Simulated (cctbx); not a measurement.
## Reading a Patterson map

Space group C2/c (no. 15), a = 12.0603 Å, b = 12.5740 Å, c = 6.0290 Å, α = 90.00°, β = 119.18°, γ = 90.00°, content Sn20 Y8 Co12.

Simulated single-crystal data (cctbx): synchrotron X-rays, λ = 0.4959 Å, to d = 0.7 Å, 70 % of the full sphere, strongest reflection 40000 counts, noise from counting, a 2 % proportional error and a noise floor of 4 counts (s.d.); no absorption.

Patterson synthesis from sharpened amplitudes, origin scaled to 1000:

```text
Patterson group C 1 2/m 1
      u       v       w   height  length (A)
  0.000   0.000   0.000   1000.0     0.00
  0.000   0.000   0.500    417.9     3.01
  0.000   0.270   0.500    405.4     4.54
  0.000   0.266   0.000    273.4     3.35
  0.000   0.200   0.500    212.3     3.93
  0.235   0.135  -0.010    200.5     3.33
  0.139   0.127   0.390    195.1     2.65
  0.236   0.136   0.488    194.6     3.39
  0.136   0.132   0.890    193.8     2.64
  0.146   0.404   0.897    161.7     5.51
  0.150   0.403   0.404    159.5     5.53
  0.000   0.474   0.500    158.1     6.68
  0.191   0.500   0.188    154.9     6.60
  0.154   0.328   0.404    153.8     4.69
```

**Question.** Which atom pairs make the peaks, and where is the heaviest atom?

A peak at u stands for all pairs with xi − xj = u, with weight Σ ZiZj against Σ Z² = 70916 at the origin. Peak heights follow these weights only roughly, since form factors, motion and series ripples differ, all vectors within 0.55 Å of a peak are counted as merged into it though the farther ones add only part of their weight, and F(000) is left out, which lowers the whole map:

| u | v | w | shortest length (Å) | height | 1000 ΣZiZj/ΣZ² | pairs in the cell |
| --- | --- | --- | --- | --- | --- | --- |
| 0.000 | 0.000 | 0.500 | 3.01 | 418 | 464 | 12 × Sn–Sn, 4 × Co–Co |
| 0.000 | 0.270 | 0.500 | 4.54 | 405 | 637 | 8 × Sn–Sn, 12 × Sn–Co, 4 × Y–Y, 4 × Co–Co |
| 0.000 | 0.266 | 0.000 | 3.34 | 273 | 434 | 8 × Sn–Sn, 8 × Sn–Co |
| 0.000 | 0.200 | 0.500 | 3.93 | 212 | 293 | 8 × Sn–Co, 4 × Sn–Sn |
| 0.235 | 0.135 | -0.010 | 3.33 | 200 | 279 | 8 × Sn–Y, 4 × Y–Co |
| 0.139 | 0.127 | 0.390 | 2.65 | 195 | 369 | 12 × Sn–Co, 4 × Sn–Sn |
| 0.236 | 0.136 | 0.488 | 3.39 | 195 | 279 | 8 × Sn–Y, 4 × Y–Co |
| 0.136 | 0.132 | 0.890 | 2.64 | 194 | 369 | 12 × Sn–Co, 4 × Sn–Sn |
| 0.146 | 0.404 | 0.897 | 4.18 | 162 | 217 | 4 × Sn–Sn, 4 × Sn–Co |
| 0.150 | 0.403 | 0.404 | 4.17 | 160 | 217 | 4 × Sn–Sn, 4 × Sn–Co |

The table stops at ten peaks or at a height of 45, below which ripples compete. In the model behind the data Sn, the heaviest element, has 4 independent sites: (1/2, 0.2252, 1/4), (1/2, 0.7697, 1/4), (0.6555, 0.0970, 0.6576) and (1/2, 0.5013, 3/4), up to an allowed shift of origin; the Sn–Sn vectors are differences of these positions and their symmetry mates. The whole model:

```csv
atom,mult.,x,y,z,Ueq (Å²)
Sn1,4,1/2,0.2252,1/4,0.0195
Sn2,4,1/2,0.7697,1/4,0.0195
Sn3,8,0.6555,0.0970,0.6576,0.0156
Sn4,4,1/2,0.5013,3/4,0.0164
Y1,8,0.7699,0.1353,0.2668,0.0227
Co1,8,0.3863,0.6389,0.8833,0.0196
Co2,4,1/2,0.9993,1/4,0.0241
```

The model was made for the exercise: a known structure type with other elements put in, its volume estimated, not relaxed; displacement parameters are assumed.

[Logs are printed without paths, hosts, clocks, repeated set-up lines and the standing remarks that a program may print on its own settings, such as how far it seeks lower states.]
